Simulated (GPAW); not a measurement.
# Ballistic transport through a Sn chain with a Li atom bridging one bond, cheap and dear

Wanted: the zero-bias transmission of a Sn chain with a Li atom bridging one bond on a ladder of levels, with run times.

Method: GPAW LCAO, PAW setups; Landauer transmission from Green's functions with principal layers (ASE), zero bias, in GPAW 26.7.0.

This is a report of a sequence of runs, with most program output left out.

### 1. The structure

The cell holds 11 atoms: 10 Sn and 1 Li. Its edges and angles: a = 9.000 Å, b = 9.000 Å, c = 27.700 Å, α = 90.0°, β = 90.0°, γ = 90.0°. Regions: left lead, 5 atoms (5 Sn); channel, 1 atom (1 Li); right lead, 5 atoms (5 Sn). Vacuum lies along a and b. The structure is stacked along c, and the current runs across the ab planes.

### 2. Double-zeta polarised basis

Localised orbitals split the wire into layers that couple to their neighbours alone, which is what the Green's function method needs; double zeta with polarisation is the usual level for numbers.

Contents of run.py:

```python
import json
import numpy as np
from ase import Atoms
from ase.transport.calculators import TransportCalculator
from gpaw import GPAW, FermiDirac
from gpaw.lcao.tools import get_lcao_hamiltonian
from scipy.linalg import eigh

# The junction with lead layers at both ends, along the third cell vector
device = Atoms(
    ['Sn', 'Sn', 'Sn', 'Sn', 'Sn', 'Li', 'Sn', 'Sn', 'Sn', 'Sn', 'Sn'],
    positions=[
        [4.50000, 4.50000, 1.37500],
        [4.50000, 4.50000, 4.12500],
        [4.50000, 4.50000, 6.87500],
        [4.50000, 4.50000, 9.62500],
        [4.50000, 4.50000, 12.37500],
        [6.83493, 4.50000, 13.85000],
        [4.50000, 4.50000, 15.32500],
        [4.50000, 4.50000, 18.07500],
        [4.50000, 4.50000, 20.82500],
        [4.50000, 4.50000, 23.57500],
        [4.50000, 4.50000, 26.32500]],
    cell=[[9.0, 0.0, 0.0], [0.0, 9.0, 0.0], [0.0, 0.0, 27.7]],
    pbc=True)

# One principal layer of the lead: the first 3 atoms of the device
lead = Atoms(
    ['Sn', 'Sn', 'Sn'],
    positions=[
        [4.50000, 4.50000, 1.37500],
        [4.50000, 4.50000, 4.12500],
        [4.50000, 4.50000, 6.87500]],
    cell=[[9.0, 0.0, 0.0], [0.0, 9.0, 0.0], [0.0, 0.0, 8.25]],
    pbc=True)

settings = dict(mode='lcao', basis='dzp', xc='PBE', h=0.2,
                occupations=FermiDirac(0.1), maxiter=250,
                mixer=dict(beta=0.1, nmaxold=8, weight=100.0),
                convergence=dict(density=0.0001))
energies = np.arange(-2, 2 + 1e-9, 0.05)
eta = 0.0001
n1, n2 = 1, 1
# k and -k transmit alike, so half of the mesh across the current serves
mesh = [(i, j) for i in range(n1) for j in range(n2) if (i, j) <= (-i % n1, -j % n2)]
weights = np.array([1 if (i, j) == (-i % n1, -j % n2) else 2 for i, j in mesh]) / (n1 * n2)

# [... helper functions left out ...]
fermi_lead = ground_state(lead, (1, 1, 14), 'lead.txt')
fermi_device = ground_state(device, (1, 1, 3), 'device.txt')
# [... loop over the mesh left out, but for ...]
        # Shift the lead onto the potential of the device's first layer
        shift = ((H[:, 0, 0] - H0[:, 0, 0]) / S0[0, 0]).real.mean()
# [...]
kT = 8.617333e-5 * 77
bias = [0.1, 0.2, 0.5, 1.0, 1.5, 2.0]
# [... integrals and printing left out ...]
```

Run with:

```
OMP_NUM_THREADS=1 OPENBLAS_NUM_THREADS=1 python run.py
```

It took 41 s on 1 thread of Arm Neoverse V1, shared host; peak memory 0.97 GiB.

This step gave:

```
conductance                                    : 2.950 G₀
largest coupling past the next principal layer : 3.84e-7 eV
largest misfit of the first principal layer    : 0.01297 eV
shift that aligns the lead                     : -0.006806 eV
basis functions of the junction                : 235
basis functions of a principal layer           : 69
transmission at the Fermi level (one spin)     : 2.950
```

One spin. The transmission, zone mean by energy, zero at the Fermi level:

energy (eV), transmission, zone mean and a bar from the least value:
```
   -2.000       0.98 #
   -1.800       0.98 #
   -1.600       0.98 #
   -1.400       0.99 #
   -1.200       0.99 #
   -1.000       0.90 
   -0.800       1.86 ##############
   -0.600       2.88 #############################
   -0.400       2.95 ##############################
   -0.200       2.96 ##############################
    0.000       2.95 ##############################
    0.200       2.93 ##############################
    0.400       2.91 #############################
    0.600       2.88 #############################
    0.800       2.85 ############################
    1.000       2.81 ############################
    1.200       2.78 ###########################
    1.400       2.74 ###########################
    1.600       2.69 ##########################
    1.800       2.64 #########################
    2.000       2.60 #########################
```

Not self-consistent under bias; the bias window is split evenly. Table of current through one cell, from the zero-bias transmission by bias:

```csv
bias (V),"current through one cell, from the zero-bias transmission (μA)"
0.100,22.9
0.200,45.7
0.500,114
1.000,228
1.500,338
2.000,417
```

Transmission of the three most open eigenchannels against energy, zero at the Fermi level:

```
energy (eV)  channel 1  channel 2  channel 3
     -2.000      0.984          0          0
     -1.800      0.983          0          0
     -1.600      0.983          0          0
     -1.400      0.985          0          0
     -1.200      0.993          0          0
     -1.000      0.901    6.5e-11    1.3e-12
     -0.800      0.962      0.693      0.202
     -0.600      0.997      0.967      0.916
     -0.400      0.995      0.985      0.966
     -0.200      0.998      0.995      0.963
      0.000      0.998      0.996      0.956
      0.200      0.997      0.995      0.943
      0.400      0.996      0.992      0.922
      0.600      0.995      0.991      0.896
      0.800      0.994      0.990      0.865
      1.000      0.993      0.989      0.832
      1.200      0.991      0.989      0.796
      1.400      0.990      0.989      0.757
      1.600      0.990      0.986      0.714
      1.800      0.991      0.982      0.668
      2.000      0.995      0.976      0.625
```

Couplings past the next layer reach 3.8e-7 eV, small enough to drop; the matrix elements of the cell's first layer differ from the bulk lead's by up to 0.013 eV. That layer keeps its own values in the calculation, and only beyond it is the lead taken as perfect. The Fermi levels of lead and junction count from different zeros of potential, one for each periodic cell; with both set to zero, the small remaining shift is what aligns them. By hand: G = 2.950 × 77.48 μS = 229 μS, a resistance of 4.37 kΩ; at 0.1 V a linear junction would pass 22.9 μA, and the integral over the bias window gives 22.9 μA.

### 3. GPAW, szp: basis = "szp(dzp)"

The second zeta is dropped, the polarisation orbitals stay.

run.py, as its differences from that of step 2:

```diff
@@ -36,3 +36,3 @@
 
-settings = dict(mode='lcao', basis='dzp', xc='PBE', h=0.2,
+settings = dict(mode='lcao', basis='szp(dzp)', xc='PBE', h=0.2,
                 occupations=FermiDirac(0.1), maxiter=250,
```

Run time: 32 s. Hardware: 1 thread; peak memory 0.95 GiB.

Numbers from this step:

```
conductance                                    : 2.954 G₀
largest coupling past the next principal layer : 3.63e-7 eV
largest misfit of the first principal layer    : 0.02180 eV
shift that aligns the lead                     : -0.01188 eV
basis functions of the junction                : 144
basis functions of a principal layer           : 42
transmission at the Fermi level (one spin)     : 2.954
```

One spin. Table of transmission, zone mean by energy, zero at the Fermi level:

| energy (eV) | transmission, zone mean |
| --- | --- |
| -2.00 | 0.990 |
| -1.90 | 0.990 |
| -1.80 | 0.989 |
| -1.70 | 0.989 |
| -1.55 | 0.989 |
| -1.45 | 0.990 |
| -1.35 | 0.991 |
| -1.25 | 0.993 |
| -1.15 | 0.998 |
| -1.05 | 0.0241 |
| -0.90 | 0.957 |
| -0.80 | 0.964 |
| -0.70 | 2.74 |
| -0.60 | 2.90 |
| -0.50 | 2.94 |
| -0.40 | 2.95 |
| -0.25 | 2.96 |
| -0.20 | 2.96 |
| -0.15 | 2.96 |
| -0.05 | 2.96 |
| 0.00 | 2.95 |
| 0.05 | 2.95 |
| 0.15 | 2.94 |
| 0.25 | 2.93 |
| 0.40 | 2.91 |
| 0.50 | 2.90 |
| 0.60 | 2.88 |
| 0.70 | 2.87 |
| 0.80 | 2.85 |
| 0.90 | 2.83 |
| 1.05 | 2.80 |
| 1.15 | 2.78 |
| 1.25 | 2.76 |
| 1.35 | 2.74 |
| 1.45 | 2.72 |
| 1.55 | 2.70 |
| 1.70 | 2.66 |
| 1.80 | 2.63 |
| 1.90 | 2.60 |
| 2.00 | 2.57 |

Not self-consistent under bias; the bias window is split evenly. Table of current through one cell, from the zero-bias transmission by bias:

| bias (V) | current through one cell, from the zero-bias transmission (μA) |
| --- | --- |
| 0.100 | 22.9 |
| 0.200 | 45.8 |
| 0.500 | 114 |
| 1.000 | 228 |
| 1.500 | 338 |
| 2.000 | 414 |

Table of transmission of the three most open eigenchannels by energy, zero at the Fermi level:

| energy (eV) | channel 1 | channel 2 | channel 3 |
| --- | --- | --- | --- |
| -2.00 | 0.990 | 0 | 0 |
| -1.90 | 0.990 | 0 | 0 |
| -1.80 | 0.989 | 0 | 0 |
| -1.70 | 0.989 | 0 | 0 |
| -1.55 | 0.989 | 0 | 0 |
| -1.45 | 0.990 | 0 | 0 |
| -1.35 | 0.991 | 0 | 0 |
| -1.25 | 0.993 | 0 | 0 |
| -1.15 | 0.998 | 0 | 0 |
| -1.05 | 0.0241 | 1.0e-8 | 0 |
| -0.90 | 0.957 | 3.6e-10 | 1.3e-10 |
| -0.80 | 0.964 | 1.6e-4 | 1.8e-5 |
| -0.70 | 0.983 | 0.972 | 0.781 |
| -0.60 | 0.997 | 0.973 | 0.928 |
| -0.50 | 0.995 | 0.973 | 0.972 |
| -0.40 | 0.994 | 0.988 | 0.972 |
| -0.25 | 0.997 | 0.995 | 0.970 |
| -0.15 | 0.999 | 0.995 | 0.967 |
| -0.05 | 0.998 | 0.996 | 0.963 |
| 0.00 | 0.998 | 0.996 | 0.961 |
| 0.05 | 0.997 | 0.996 | 0.958 |
| 0.15 | 0.996 | 0.996 | 0.950 |
| 0.25 | 0.996 | 0.995 | 0.941 |
| 0.40 | 0.996 | 0.993 | 0.924 |
| 0.50 | 0.995 | 0.993 | 0.910 |
| 0.60 | 0.995 | 0.992 | 0.896 |
| 0.70 | 0.994 | 0.992 | 0.880 |
| 0.80 | 0.994 | 0.992 | 0.864 |
| 0.90 | 0.993 | 0.992 | 0.847 |
| 1.05 | 0.992 | 0.992 | 0.820 |
| 1.15 | 0.992 | 0.991 | 0.801 |
| 1.25 | 0.992 | 0.990 | 0.782 |
| 1.35 | 0.992 | 0.989 | 0.761 |
| 1.45 | 0.993 | 0.988 | 0.740 |
| 1.55 | 0.993 | 0.986 | 0.717 |
| 1.70 | 0.993 | 0.984 | 0.680 |
| 1.80 | 0.993 | 0.982 | 0.654 |
| 1.90 | 0.994 | 0.980 | 0.627 |
| 2.00 | 0.995 | 0.977 | 0.600 |

The conductance equals that of the dzp run to 0.2 %.

### 4. GPAW, sz: basis = "sz(dzp)"

One function for each valence shell of the setup, as for a first survey of a large system.

run.py, as its differences from that of step 3:

```diff
@@ -36,3 +36,3 @@
 
-settings = dict(mode='lcao', basis='szp(dzp)', xc='PBE', h=0.2,
+settings = dict(mode='lcao', basis='sz(dzp)', xc='PBE', h=0.2,
                 occupations=FermiDirac(0.1), maxiter=250,
```

The job ended after 23 s (1 thread; peak memory 0.89 GiB).

This step gave:

- conductance: 2.958 G₀
- largest coupling past the next principal layer: 4.07e-7 eV
- largest misfit of the first principal layer: 0.04225 eV
- shift that aligns the lead: 0.006704 eV
- basis functions of the junction: 91
- basis functions of a principal layer: 27
- transmission at the Fermi level (one spin): 2.958

One spin. Table of transmission, zone mean by energy, zero at the Fermi level:

| energy (eV) | transmission, zone mean |
| --- | --- |
| -2.000 | 0.993 |
| -1.800 | 0.993 |
| -1.600 | 0.994 |
| -1.400 | 0.997 |
| -1.200 | 0.133 |
| -1.000 | 0.965 |
| -0.800 | 2.56 |
| -0.600 | 2.87 |
| -0.400 | 2.94 |
| -0.200 | 2.95 |
| 0.000 | 2.96 |
| 0.050 | 2.96 |
| 0.200 | 2.96 |
| 0.400 | 2.95 |
| 0.600 | 2.93 |
| 0.800 | 2.92 |
| 1.000 | 2.90 |
| 1.200 | 2.88 |
| 1.400 | 2.87 |
| 1.600 | 2.85 |
| 1.800 | 2.84 |
| 2.000 | 2.83 |

The conductance, 2.96 G₀, lies 0.3 % above that of the dzp run.

### 5. LDA in the dzp basis: xc = "LDA"

Back in the dzp basis, the functional changes from PBE to LDA, to set the spread between functionals beside that between bases.

run.py, as its differences from that of step 4:

```diff
@@ -36,3 +36,3 @@
 
-settings = dict(mode='lcao', basis='sz(dzp)', xc='PBE', h=0.2,
+settings = dict(mode='lcao', basis='dzp', xc='LDA', h=0.2,
                 occupations=FermiDirac(0.1), maxiter=250,
```

It took 34 s on 1 thread; peak memory 0.97 GiB.

Numbers from this step:

- conductance: 2.954 G₀
- largest coupling past the next principal layer: 3.90e-7 eV
- largest misfit of the first principal layer: 0.01033 eV
- shift that aligns the lead: -0.02000 eV
- basis functions of the junction: 235
- basis functions of a principal layer: 69
- transmission at the Fermi level (one spin): 2.954

The conductance equals that of the dzp run to 0.2 %.

### 6. Cost and result by level

Times are for 1 thread of Arm Neoverse V1, shared host. The series side by side:

```
no.      run  conductance (G₀)  time  memory (GiB)
  1      dzp             2.950  41 s          0.97
  2      szp             2.954  32 s          0.95
  3       sz             2.958  23 s          0.89
  4  dzp LDA             2.954  34 s          0.97
```

### 7. Comparison

The curves are compared point by point over the common energies.

This step: comparison of transmission and cost over codes and levels (GPAW 26.7.0).

Ladder, by row:

```csv
step,code,T at the Fermi level (sum over the listed spins),conductance (G0),r.m.s. T(E) from the first,wall time (s),peak memory (GiB),threads
dzp,GPAW,2.95,2.95,0,40.6,0.97,1
szp,GPAW,2.954,2.954,0.1103,31.88,0.95,1
sz,GPAW,2.958,2.958,0.1707,23.05,0.89,1
dzp-LDA,GPAW,2.954,2.954,0.01892,33.94,0.97,1
```

The transmission, zone mean, sum over the listed spins by energy, zero at the Fermi level:

```
energy (eV)    dzp     szp     sz  dzp-LDA
      -2.00  0.984   0.990  0.993    0.985
      -1.85  0.983   0.989  0.992    0.984
      -1.70  0.983   0.989  0.993    0.984
      -1.50  0.984   0.989  0.995    0.985
      -1.35  0.986   0.991  0.998    0.987
      -1.20  0.993   0.995  0.133    0.992
      -1.05  0.444  0.0241  0.957    0.309
      -0.90  0.951   0.957  0.971    0.951
      -0.70   2.73    2.74   2.78     2.71
      -0.55   2.91    2.92   2.89     2.92
      -0.40   2.95    2.95   2.94     2.95
      -0.25   2.96    2.96   2.95     2.96
      -0.20   2.96    2.96   2.95     2.96
      -0.10   2.95    2.96   2.96     2.96
       0.00   2.95    2.95   2.96     2.95
       0.10   2.94    2.95   2.96     2.95
       0.25   2.93    2.93   2.95     2.93
       0.40   2.91    2.91   2.95     2.91
       0.55   2.89    2.89   2.94     2.89
       0.70   2.87    2.87   2.92     2.87
       0.90   2.83    2.83   2.91     2.83
       1.05   2.80    2.80   2.90     2.80
       1.20   2.78    2.77   2.88     2.77
       1.35   2.75    2.74   2.87     2.74
       1.50   2.71    2.71   2.86     2.71
       1.70   2.67    2.66   2.85     2.66
       1.85   2.63    2.62   2.84     2.62
       2.00   2.60    2.57   2.83     2.57
```

### 8. Temperature 700, basis szp(dzp), functional revPBE

Temperature enters only through the Fermi window. A smaller basis is cheaper in every inversion. The functional moves levels against the Fermi level.

This step: GPAW LCAO, PAW setups; Landauer transmission from Green's functions with principal layers (ASE), zero bias (GPAW 26.7.0).

run.py, as its differences from that of step 5:

```diff
@@ -36,3 +36,3 @@
 
-settings = dict(mode='lcao', basis='dzp', xc='LDA', h=0.2,
+settings = dict(mode='lcao', basis='szp(dzp)', xc='revPBE', h=0.2,
                 occupations=FermiDirac(0.1), maxiter=250,
@@ -54,3 +54,3 @@
 # [...]
-kT = 8.617333e-5 * 77
+kT = 8.617333e-5 * 700
 bias = [0.1, 0.2, 0.5, 1.0, 1.5, 2.0]
```

Wall time 32 s (1 thread); peak memory 0.95 GiB.

Numbers from this step:

```
conductance                                    : 2.951 G₀
largest coupling past the next principal layer : 3.61e-7 eV
largest misfit of the first principal layer    : 0.02360 eV
shift that aligns the lead                     : -0.009408 eV
basis functions of the junction                : 144
basis functions of a principal layer           : 42
transmission at the Fermi level (one spin)     : 2.952
```

One spin. Table of transmission, zone mean by energy, zero at the Fermi level:

| energy (eV) | transmission, zone mean |
| --- | --- |
| -2.00 | 0.989 |
| -1.85 | 0.989 |
| -1.70 | 0.988 |
| -1.60 | 0.988 |
| -1.45 | 0.989 |
| -1.30 | 0.991 |
| -1.15 | 0.998 |
| -1.05 | 5.4e-4 |
| -0.90 | 0.957 |
| -0.75 | 2.47 |
| -0.60 | 2.90 |
| -0.50 | 2.94 |
| -0.35 | 2.96 |
| -0.25 | 2.96 |
| -0.20 | 2.96 |
| -0.05 | 2.96 |
| 0.00 | 2.95 |
| 0.05 | 2.95 |
| 0.20 | 2.94 |
| 0.35 | 2.92 |
| 0.50 | 2.90 |
| 0.60 | 2.88 |
| 0.75 | 2.86 |
| 0.90 | 2.83 |
| 1.05 | 2.80 |
| 1.15 | 2.78 |
| 1.30 | 2.75 |
| 1.45 | 2.72 |
| 1.60 | 2.68 |
| 1.70 | 2.66 |
| 1.85 | 2.62 |
| 2.00 | 2.58 |

Not self-consistent under bias; the bias window is split evenly. Table of current through one cell, from the zero-bias transmission by bias:

| bias (V) | current through one cell, from the zero-bias transmission (μA) |
| --- | --- |
| 0.100 | 22.9 |
| 0.200 | 45.7 |
| 0.500 | 114 |
| 1.000 | 228 |
| 1.500 | 334 |
| 2.000 | 412 |

The transmission of the three most open eigenchannels by energy, zero at the Fermi level:

```
energy (eV)  channel 1  channel 2  channel 3
      -2.00      0.989          0          0
      -1.85      0.989          0          0
      -1.70      0.988          0          0
      -1.60      0.988          0          0
      -1.45      0.989          0          0
      -1.30      0.991          0          0
      -1.15      0.998          0          0
      -1.05     5.4e-4     4.8e-7          0
      -0.90      0.957    3.6e-10    1.3e-10
      -0.75      0.970      0.917      0.580
      -0.60      0.997      0.972      0.928
      -0.50      0.995      0.972      0.972
      -0.35      0.994      0.993      0.970
      -0.20      0.998      0.995      0.967
      -0.05      0.998      0.996      0.961
       0.00      0.998      0.996      0.959
       0.05      0.997      0.996      0.956
       0.20      0.996      0.995      0.944
       0.35      0.996      0.994      0.927
       0.50      0.995      0.993      0.907
       0.60      0.995      0.992      0.893
       0.75      0.994      0.992      0.869
       0.90      0.993      0.992      0.844
       1.05      0.992      0.992      0.818
       1.15      0.992      0.991      0.800
       1.30      0.992      0.989      0.771
       1.45      0.993      0.988      0.740
       1.60      0.993      0.986      0.706
       1.70      0.993      0.984      0.682
       1.85      0.994      0.981      0.644
       2.00      0.996      0.976      0.605
```

With these changes, and at 700 K in place of 77 K, the conductance is 2.95 G₀ against 2.95 in the dzp run; T at the Fermi level, which temperature doesn't enter, is 2.95 against 2.95.

[end of part 1 of 2]

[Logs are printed without paths, hosts, clocks, repeated set-up lines and the standing remarks that a program may print on its own settings, such as how far it seeks lower states.]

[Hosts, paths, dates, database ids (printed as entryN), source tags and the programs' standing remarks are cut or masked in the printed files.]
